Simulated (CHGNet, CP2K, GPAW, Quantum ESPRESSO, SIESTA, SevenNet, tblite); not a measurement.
# Twisted h-SiC/h-AlN monolayer on bilayer, 46.83° (114 atoms) in GPAW

How do the settings of GPAW change the result for twisted h-SiC/h-AlN monolayer on bilayer, 46.83° (114 atoms)? A plane-wave run serves as the yardstick.

Program: GPAW 26.7.0. Level of theory: the method is named at each step. Results are calculated unless marked as measured.

## 1. Set-up

The cell holds 114 atoms: 38 Si, 38 C, 19 Al and 19 N. Its edges and angles: a = 13.578 Å, b = 13.578 Å, c = 18.580 Å, α = 90.0°, β = 90.0°, γ = 120.0°. It derives from SiC. H-SiC (a = 3.1 Å) under h-AlN (a = 3.13 Å), monolayer on bilayer, commensurate cell of 19 unit cells a layer, twist 46.83 deg, both strained to the mean lattice constant; facing planes 3.19, 3.39 Å apart; 12 Å of vacuum; layers as built, displaced by a Gaussian of 0.01 Å. Then every atom was moved at random, 0.05 Å r.m.s. a Cartesian component. Regions: layer 1, 38 atoms (19 Si and 19 C); layer 2, 38 atoms (19 Si and 19 C); layer 3, 38 atoms (19 Al and 19 N). Vacuum lies along c.

The yardstick, on the same geometry:

```
method                                           : Kohn-Sham DFT, PBE, SSSP efficiency 1.3.0 pseudopotentials, plane waves (Quantum ESPRESSO 7.5); sssp-pbe-1.3.0-efficiency, cutoffs 60/480 Ry, Γ point
r.m.s. force component                           : 1.783 eV/Å
longest force                                    : 8.011 eV/Å
gap (highest filled to lowest empty level) : 2.044 eV
time                                             : 15 min on 4 MPI ranks of Arm Neoverse V1, shared host
CPU time                                         : 60 min
```

## 2. PBE, LCAO dzp, h 0.18 Å

Method: Kohn-Sham DFT, PBE, PAW, atomic orbitals (dzp).

run.py reads:

```python
import numpy as np
from ase.io import read
from gpaw import GPAW, FermiDirac
from ase.parallel import parprint as print

atoms = read("structure.xyz")
atoms.calc = GPAW(
    mode="lcao",
    basis="dzp",
    h=0.18,
    xc="PBE",
    kpts={"size": (1, 1, 1), "gamma": True},
    occupations=FermiDirac(0.05),
    maxiter=200,
    symmetry={"point_group": False},
    txt="gpaw.txt",
)
energy = atoms.get_potential_energy(force_consistent=True)
forces = atoms.get_forces()
print(f"energy {energy:.6f} eV")
print("forces (eV/A)")
for i, (a, f) in enumerate(zip(atoms, forces)):
    print(f"{i:4d} {a.symbol:2s} {f[0]:10.5f} {f[1]:10.5f} {f[2]:10.5f}")
print(f"Fermi level {atoms.calc.get_fermi_level():.4f} eV")
for k in range(len(atoms.calc.get_ibz_k_points())):
    for s in range(atoms.calc.get_number_of_spins()):
        e = atoms.calc.get_eigenvalues(kpt=k, spin=s)
        n = np.searchsorted(e, atoms.calc.get_fermi_level())
        print(f"k {k} spin {s} levels about the Fermi level:", np.round(e[max(n - 6, 0):n], 4).tolist(), "|", np.round(e[n:n + 6], 4).tolist())
```

structure.xyz reads:

```xyz
114
Lattice="13.57800 0.00000 0.00000 -6.78900 11.75889 0.00000 0.00000 0.00000 18.58000" Properties=species:S:1:pos:R:3 pbc="T T T"
Si -2.80942 9.11149 6.04277
C -1.73486 7.68326 5.97087
Si 3.59328 0.46354 5.92535
C -2.14560 10.77655 5.94058
Si 0.71841 1.66765 5.99892
C 1.74600 0.17921 6.00468
Si 0.39777 4.81280 6.12174
C 1.39249 3.29590 5.93166
Si -0.03646 7.83013 5.99075
C 1.10471 6.39002 5.93241
Si -0.32146 10.89614 5.99354
C 0.69329 9.43016 5.96808
Si 3.31330 3.43571 5.99298
C 4.23919 2.09708 5.91903
Si 2.89483 6.60803 6.04407
C 3.96321 5.20178 6.07993
Si 2.48858 9.65852 6.03701
C 3.62200 8.24545 5.95229
Si 8.89542 1.05677 5.99744
C 3.28289 11.35721 5.88837
Si 5.99822 2.29628 5.98183
C 7.10279 0.82359 5.94077
Si 5.72116 5.41861 6.00766
C 6.75818 3.87079 5.99168
Si 5.33140 8.48898 5.95991
C 6.30725 7.07391 6.01918
Si 4.94348 11.59568 6.00896
C 6.12252 10.15298 5.98536
Si 8.53561 4.12960 5.99595
C 9.57154 2.69090 5.96864
Si 8.17280 7.21961 6.00506
C 9.16644 5.82030 5.99428
Si -5.70038 10.31196 5.95526
C -4.67524 8.84563 5.96418
Si 11.43390 2.87387 6.03144
C 12.54689 1.48750 6.01936
Si -2.42720 5.88579 5.98034
C -1.45780 4.57339 5.96418
Si -2.13317 10.73105 9.20416
C -1.10892 9.26859 9.10513
Si 4.31957 2.09520 9.15938
C 5.34002 0.62028 9.17796
Si 1.50295 3.34352 9.20360
C 2.54703 1.80393 9.18186
Si 1.08875 6.34357 9.29093
C 2.11511 4.94308 9.25693
Si 0.66973 9.51894 9.10383
C 1.81789 8.04085 9.16068
Si 7.12872 0.82524 9.23426
C 1.38061 11.06206 9.25303
Si 3.91467 5.18167 9.26473
C 4.96982 3.69888 9.09454
Si 3.53788 8.28720 9.13820
C 4.64415 6.77982 9.27012
Si 3.13917 11.43517 9.15734
C 4.28990 9.84207 9.23222
[... 54 atom lines left out ...]
Al 10.24100 3.51461 12.54856
N 9.53325 5.08925 12.57569
Al 8.24782 8.42783 12.48576
N 7.49770 10.16685 12.59111
```

Launch:

```
OMP_NUM_THREADS=1 mpirun -np 2 gpaw python run.py > output.txt
```

The program printed:

```text
energy -751.003641 eV
forces (eV/A)
   0 Si   -1.84120   -0.35936   -0.48111
   1 C    -2.61483   -2.20001   -0.09306
   2 Si   -2.03550   -1.52852    0.20032
   3 C     0.79778   -0.33538   -0.03432
   4 Si    0.58779   -0.70232   -0.07870
   5 C     1.97238    1.59066   -0.38286
   6 Si   -0.99883   -2.17651   -0.85412
   7 C     2.14363    1.11942    0.33396
   8 Si    2.32994   -1.08964   -0.14856
   9 C    -0.00794    1.64431    0.17140
  10 Si   -1.12689    0.77578   -0.32391
  11 C     1.17235    1.23332    0.06868
  12 Si   -5.02531    5.80953    0.15274
  13 C     2.90099   -3.34748   -0.43025
  14 Si   -0.57900    0.09003   -0.32985
  15 C    -0.58680   -2.15077   -0.29248
  16 Si    0.78553    0.76610   -0.66532
  17 C    -2.35189    0.45075    0.09061
  18 Si    0.16777   -1.17212   -0.46744
  19 C    -4.82845   -0.54315    0.28059
  20 Si    1.28861   -1.43545   -0.14240
  21 C     0.16073    0.16747    0.07974
  22 Si    0.11166   -1.53651    0.02219
  23 C    -0.22045    2.07590   -0.14234
[...]
106 Al   -5.46340   -0.31044    0.03335
 107 N     2.08225    0.39871    0.11922
 108 Al    0.14278   -3.33321    0.23916
 109 N    -1.92233    3.31398    0.01379
 110 Al    3.93529    0.35606    0.05548
 111 N     1.14264    2.85048   -0.00188
 112 Al   -0.30866    0.17114    0.40710
 113 N    -0.92559   -3.00274   -0.04053
Fermi level 1.2535 eV
k 0 spin 0 levels about the Fermi level: [0.0048, 0.0351, 0.0681, 0.0917, 0.1761, 0.2614] | [2.2603, 2.3123, 2.3415, 2.4199, 2.4544, 2.5068]
```

gpaw.txt:

```text
Input parameters:
  mode=LCAO(),
  basis={'default': 'dzp'},
  h=0.18,
  kpts=MonkhorstPack(size=(1, 1, 1), gamma=True),
  maxiter=200,
  occupations=Occupations(name='fermi-dirac', width=0.05, fixmagmom=False),
  symmetry=Symmetry(point_group=False),
  xc=XC(name='PBE')
Unit cell  # Å
| periodic |         x |         y |         z |   lengths |     angles |
|----------|-----------|-----------|-----------|-----------|------------|
|      yes | 13.578000 |  0.000000 |  0.000000 | 13.578000 |  90.000000 |
|      yes | -6.789000 | 11.758890 |  0.000000 | 13.577997 |  90.000000 |
|      yes |  0.000000 |  0.000000 | 18.580000 | 18.580000 | 120.000006 |
Number of symmetries: 1
Symmetry operations  # r_c * U_cc + t_c -> r_c
|   | kind |            matrix            |
|---|------|------------------------------|
| 0 |  E   |  1, 0, 0,  0, 1, 0,  0, 0, 1 |
BZ-sampling:
  Number of BZ points: 1
  Number of IBZ points: 1
  Monkhorst-Pack size: [1, 1, 1]
[... lines left out ...]
        l=0, rc=2.6094 Bohr: 2s-dz split-valence wave
        l=1, rc=3.2656 Bohr: 2p-dz split-valence wave
        l=2, rc=6.0625 Bohr: d-type Gaussian polarization
      Number of RI-basis functions 0
Reference energy: -492348.700510  # eV
eigensolver:
density mixing:
  MSR1-Mixer
occupation numbers:
  Fermi-Dirac:
    width: 0.0500  # eV
FastPoissonSolver using
    Stencil: 8*3+1=25 point O(h^6) finite-difference Laplacian
xc functional:
  name: PBE with 2 nearest neighbor stencil
interpolation: tri-quintic # 5. degree polynomial
Initialization done in: 12.787 s
convergence criteria:
- Maximum [total energy] change in last 3 cyles: 0.0005 eV / valence electron
- Maximum integral of absolute [dens]ity change: 0.0001 electrons / valence electron
- Maximum integral of absolute [eigenst]ate change: 4e-08 eV^2 / valence electron
maximum number of iterations: 200
SCF iterations
|iter     |      energy | eigst |  dens |
|---------|-------------|-------|-------|
|iter:   1| -852.967343 |      c|       |
|iter:   2| -825.825708 |      c| -0.55 |
|iter:   3| -750.801364 |      c| -0.61 |
|iter:   4| -750.955985 |      c| -1.29 |
|iter:   5| -751.174935 |      c| -1.56 |
|iter:   6| -751.009053c|      c| -2.01 |
|iter:   7| -751.005188c|      c| -2.79 |
|iter:   8| -751.004142c|      c| -3.09 |
|iter:   9| -751.003651c|      c| -3.37 |
|iter:  10| -751.003641c|      c| -4.01c|
Converged in 10 steps
SCF loop duration: 120.480 s (12.048 s/step)
Energy contributions relative to reference atoms: (reference = -492348.700510)
Energy contributions:
  Kinetic:         852.449853
  Coulomb:        -741.104204
  Zero:             10.880064
  External:          0.000000
  Xc:             -873.229354
  Entropy:          -0.000000
  Spinorbit:         0.000000
  ----------------------------
  Free energy:    -751.003641
  Extrapolated:   -751.003641
dipole moment: (8.493893, -30.118263, -0.727644)  # |e|*Ang
Fermi level: 1.254
Eigenvalues  # (at kpt = [0.000, 0.000, 0.000])
| band index |      eig [eV] | occ [0-2] |
|------------|---------------|-----------|
|          0 |       -14.232 |     2.000 |
|        ... |               |           |
|        220 |        -0.167 |     2.000 |
|        221 |        -0.111 |     2.000 |
[...]
|        235 |         2.616 |     0.000 |
|        ... |               |           |
|        277 |         5.011 |     0.000 |
Gap: 1.999 eV
Transition (v -> c):
  (s=0, k=0, n=227, [0.00, 0.00, 0.00]) -> (s=0, k=0, n=228, [0.00, 0.00, 0.00])
No difference between direct/indirect transitions
Force computation time: 26.241  # s
```

Wall time 2.7 min (2 MPI ranks of Arm Neoverse V1, shared host); peak memory 2.7 GiB.

Banners, paths, timers and routine set-up lines are dropped from the logs unmarked, and long logs keep their key lines alone; longer cuts are marked.

Against the reference:

| Quantity | Value |
| --- | --- |
| r.m.s. force component | 1.845 eV/Å |
| r.m.s. difference of force components | 73.79 meV/Å |
| longest difference of force vectors | 319.3 meV/Å |
| force difference over r.m.s. force | 4.14 % |
| slope of forces against the reference's | 1.035 |
| correlation of force components | 0.9998 |
| gap (highest filled to lowest empty level) | 1.999 eV |
| gap difference | -0.0448 eV |

Length of the force difference by element (eV/Å):

```tsv
element	atoms	mean	most
Al	19	0.10	0.22
C	38	0.12	0.32
N	19	0.10	0.17
Si	38	0.12	0.31
```

Levels nearest the highest filled one (eV from it): -0.26, -0.23, -0.19, -0.17, -0.09, 0.00, 2.00, 2.05, 2.08, 2.16, 2.19, 2.25.

A closer look about Al105, which bears the longest force: 10 atoms, nearest first, numbered in the order of the input, with positions taken from that point.

```tsv
atom	x	y	z	distance (Å)	bonds	Fx	Fy	Fz (eV/Å)
Al105	0.00	0.00	0.00	0.00	3	3.63	7.38	0.19
N86	-1.01	-1.24	-0.04	1.60	3	-3.20	-6.85	-0.09
N114	1.82	-0.06	-0.05	1.82	3	-0.93	-3.00	-0.04
N106	-0.74	1.82	0.05	1.96	3	1.97	-1.44	-0.17
Al85	-0.32	-2.98	-0.14	3.00	3	-1.15	-0.33	0.23
Al91	-2.79	-1.23	-0.06	3.05	3	-0.52	1.22	0.05
Al113	2.57	-1.80	-0.15	3.14	3	-0.31	0.17	0.41
Al97	2.86	1.32	-0.16	3.15	3	0.35	2.16	0.42
Al77	-2.49	1.99	-0.05	3.19	3	-0.61	-1.15	0.22
Al103	0.45	3.23	-0.08	3.26	3	-1.87	-0.98	0.35
```

Atoms are counted from 1 here, from 0 in the log.

Forces lie 4.1 % from the reference's, at 0.091 times its CPU time (on 2 against 4 cores).

## 3. PBE, LCAO szp(dzp), h 0.18 Å

Method: Kohn-Sham DFT, PBE, PAW, atomic orbitals (szp(dzp)).

run.py: that of step 2 with these lines changed.

```diff
@@ -3,3 +3,2 @@
 from gpaw import GPAW, FermiDirac
-from ase.parallel import parprint as print
 
@@ -8,3 +7,3 @@
     mode="lcao",
-    basis="dzp",
+    basis="szp(dzp)",
     h=0.18,
```

structure.xyz is that of step 2.

Launch:

```
OMP_NUM_THREADS=1 python run.py > output.txt
```

The program printed:

```text
energy -725.987093 eV
forces (eV/A)
   0 Si   -1.87532   -0.37413   -0.31604
   1 C    -2.50629   -2.17085   -0.02141
   2 Si   -2.06449   -1.63083    0.27182
   3 C     0.79656   -0.29705    0.03238
   4 Si    0.61528   -0.66913    0.01410
   5 C     1.94151    1.57052   -0.27326
   6 Si   -0.89788   -2.18710   -0.63885
   7 C     2.12854    1.08643    0.36739
   8 Si    2.24435   -1.09807   -0.04155
   9 C    -0.03278    1.64053    0.19649
  10 Si   -1.11342    0.80516   -0.22096
  11 C     1.12408    1.18738    0.14469
[...]
109 N    -1.92184    3.27734   -0.03072
 110 Al    3.96968    0.37844    0.01988
 111 N     1.11886    2.83518   -0.05009
 112 Al   -0.28854    0.16868    0.37364
 113 N    -0.91529   -2.99830   -0.08346
Fermi level 0.9787 eV
k 0 spin 0 levels about the Fermi level: [-0.31, -0.2155, -0.1914, -0.1332, -0.0059, 0.1297] | [1.8381, 1.9281, 1.9432, 2.0318, 2.0645, 2.1147]
```

gpaw.txt:

```text
Input parameters:
  mode=LCAO(),
  basis={'default': 'szp(dzp)'},
  h=0.18,
  kpts=MonkhorstPack(size=(1, 1, 1), gamma=True),
  maxiter=200,
  occupations=Occupations(name='fermi-dirac', width=0.05, fixmagmom=False),
  symmetry=Symmetry(point_group=False),
  xc=XC(name='PBE')
[... lines left out ...]
  Fermi-Dirac:
[... lines left out ...]
convergence criteria:
- Maximum [total energy] change in last 3 cyles: 0.0005 eV / valence electron
[... lines left out ...]
Converged in 10 steps
[... lines left out ...]
  Free energy:    -725.987093
[... lines left out ...]
Fermi level: 0.979
[... lines left out ...]
|          0 |       -14.821 |     2.000 |
|        ... |               |           |
|        220 |        -0.410 |     2.000 |
|        221 |        -0.378 |     2.000 |
[...]
|        235 |         2.266 |     0.000 |
|        ... |               |           |
|        277 |         4.886 |     0.000 |
Gap: 1.708 eV
Transition (v -> c):
  (s=0, k=0, n=227, [0.00, 0.00, 0.00]) -> (s=0, k=0, n=228, [0.00, 0.00, 0.00])
No difference between direct/indirect transitions
Force computation time: 36.234  # s
timing:  # [seconds]
  Total:  212.608  # ━━━━━━━━━━━━━━━━━━━━━━━━━━━━━━━━━━━━━━━━━━━━━━━━━━━━━━━━
  Init:    21.436  # ━━━━━╸
  SCF:    154.906  # ━━━━━━━━━━━━━━━━━━━━━━━━━━━━━━━━━━━━━━━━━
  Forces:  36.234  # ━━━━━━━━━╸
```

The job ended after 3.6 min (1 thread; peak memory 2.3 GiB).

Compared with the plane-wave run:

| Item | Value |
| --- | --- |
| r.m.s. force component | 1.831 eV/Å |
| r.m.s. difference of force components | 83.76 meV/Å |
| longest difference of force vectors | 347.2 meV/Å |
| force difference over r.m.s. force | 4.699 % |
| slope of forces against the reference's | 1.026 |
| correlation of force components | 0.9993 |
| gap (highest filled to lowest empty level) | 1.708 eV |
| gap difference | -0.3353 eV |

This is a coarse setting, run to see what it loses.

Against the first run (4.1 %), the force difference from the reference is 4.7 %, at 0.66 times the CPU time (on 1 against 2 cores), with 1026 basis functions against 1482: the smaller basis costs accuracy.

## 4. PBE, LCAO sz(dzp), h 0.18 Å

Method: Kohn-Sham DFT, PBE, PAW, atomic orbitals (sz(dzp)).

run.py: that of step 3 with these lines changed.

```diff
@@ -7,3 +7,3 @@
     mode="lcao",
-    basis="szp(dzp)",
+    basis="sz(dzp)",
     h=0.18,
```

structure.xyz is that of step 3.

The program printed:

```text
energy -657.896596 eV
forces (eV/A)
   0 Si   -2.34589   -0.58540   -0.50332
   1 C    -2.90105   -2.57017    0.11145
   2 Si   -2.14314   -1.47142   -0.00166
   3 C     0.95400   -0.35537    0.16467
   4 Si    0.42285   -0.97890   -0.18619
   5 C     2.19790    1.75887   -0.22045
[...]
111 N     1.17343    2.98998   -0.10380
 112 Al   -0.28271    0.15076    0.47466
 113 N    -0.93124   -3.16623   -0.16786
Fermi level 1.2901 eV
k 0 spin 0 levels about the Fermi level: [0.1448, 0.2628, 0.3125, 0.374, 0.504, 0.6714] | [1.9164, 2.0061, 2.104, 2.1302, 2.2336, 2.2893]
```

gpaw.txt:

```text
Input parameters:
  mode=LCAO(),
  basis={'default': 'sz(dzp)'},
  h=0.18,
  kpts=MonkhorstPack(size=(1, 1, 1), gamma=True),
  maxiter=200,
  occupations=Occupations(name='fermi-dirac', width=0.05, fixmagmom=False),
[... lines left out ...]
  Fermi-Dirac:
[... lines left out ...]
convergence criteria:
- Maximum [total energy] change in last 3 cyles: 0.0005 eV / valence electron
[... lines left out ...]
Converged in 11 steps
[... lines left out ...]
  Free energy:    -657.896596
[... lines left out ...]
Fermi level: 1.290
[... lines left out ...]
|        ... |               |           |
|        277 |         5.696 |     0.000 |
Gap: 1.245 eV
Transition (v -> c):
  (s=0, k=0, n=227, [0.00, 0.00, 0.00]) -> (s=0, k=0, n=228, [0.00, 0.00, 0.00])
No difference between direct/indirect transitions
Force computation time: 9.498  # s
timing:  # [seconds]
  Total:  88.872  # ━━━━━━━━━━━━━━━━━━━━━━━━━━━━━━━━━━━━━━━━━━━━━━━━━━━━━━━━━
  Init:   19.942  # ━━━━━━━━━━━━━
  SCF:    59.399  # ━━━━━━━━━━━━━━━━━━━━━━━━━━━━━━━━━━━━━━
  Forces:  9.498  # ━━━━━━
```

Run time: 90 s. Hardware: 1 thread; peak memory 1.9 GiB.

Against the reference:

| Item | Value |
| --- | --- |
| r.m.s. force component | 2.022 eV/Å |
| r.m.s. difference of force components | 290.7 meV/Å |
| longest difference of force vectors | 1712 meV/Å |
| force difference over r.m.s. force | 16.31 % |
| slope of forces against the reference's | 1.13 |
| correlation of force components | 0.9962 |
| gap (highest filled to lowest empty level) | 1.245 eV |
| gap difference | -0.7987 eV |

This is a coarse setting, run to see what it loses.

Against the first run (4.1 %), the force difference from the reference is 16 %, at 0.28 times the CPU time (on 1 against 2 cores), with 456 basis functions against 1482: the smaller basis costs accuracy.

## 5. Side by side

Differences are against the plane-wave reference, forces as r.m.s. over components; share is that over the reference's r.m.s. force, slope the least-squares factor from reference forces to these. Total energies of different programs have different zeros and aren't compared.

```tsv
run	Δ force, r.m.s. (meV/Å)	share (%)	slope	Δ gap (eV)	cores	CPU time	memory (GiB)
reference	-	-	-	-	4	60 min	11
GPAW PBE, LCAO dzp, h 0.18 Å	73.8	4.14	1.035	-0.0448	2	5.4 min	2.7
GPAW PBE, LCAO szp(dzp), h 0.18 Å (coarse)	83.8	4.70	1.026	-0.335	1	3.6 min	2.3
GPAW PBE, LCAO sz(dzp), h 0.18 Å (coarse)	291	16.3	1.130	-0.799	1	90 s	1.9
```

Rows marked coarse were listed beforehand as settings not expected to be converged; some can still land near the reference.

CPU time is summed over cores on a shared host, where runs went side by side, so it is rough. Symmetry, cutoffs, thresholds, outputs and thread counts weren't matched or tuned between programs; memory under MPI is the largest rank's times the ranks.

## 6. Summary of results

```json
{
  "nearest in forces": "GPAW PBE, LCAO dzp, h 0.18 Å, 4.1 %",
  "its CPU time": "5.4 min"
}
```

**Reading.** The PBE run in local orbitals, coarse settings apart, differs by 4.1 % (GPAW PBE, LCAO dzp, h 0.18 Å); basis, grid and potentials can all enter. Runs with settings chosen to be coarse differ by 4.7 % (GPAW PBE, LCAO szp(dzp), h 0.18 Å) to 16 % (GPAW PBE, LCAO sz(dzp), h 0.18 Å), their programs' other errors included. Of the electronic-structure runs that take under half the reference's CPU time, GPAW PBE, LCAO dzp, h 0.18 Å comes nearest, at 4.1 % in 5.4 min against 60 min. GPAW PBE, LCAO sz(dzp), h 0.18 Å stiffens the forces by a factor of 1.13 while following their directions (correlation 0.996); the slopes of the 3 GPAW runs lie between 1.03 and 1.13. At the same functional, gaps differ from the reference's 2.04 eV by between -0.80 and -0.04 eV. These are spacings on the run's k-points, which needn't hold the band edges. The reference's PBE has no dispersion term, which matters for the binding between molecules or layers. The electronic-structure runs sample only Γ, in a cell whose shortest periodic width is 12 Å.

[Also dropped from logs without a mark: logging warnings of Python, and SIESTA's first energy breakdown and zero terms.]

[Logs are printed without paths, hosts, clocks, repeated set-up lines and the standing remarks that a program may print on its own settings, such as how far it seeks lower states.]

[Hosts, paths, dates, database ids (printed as entryN), source tags and the programs' standing remarks are cut or masked in the printed files.]
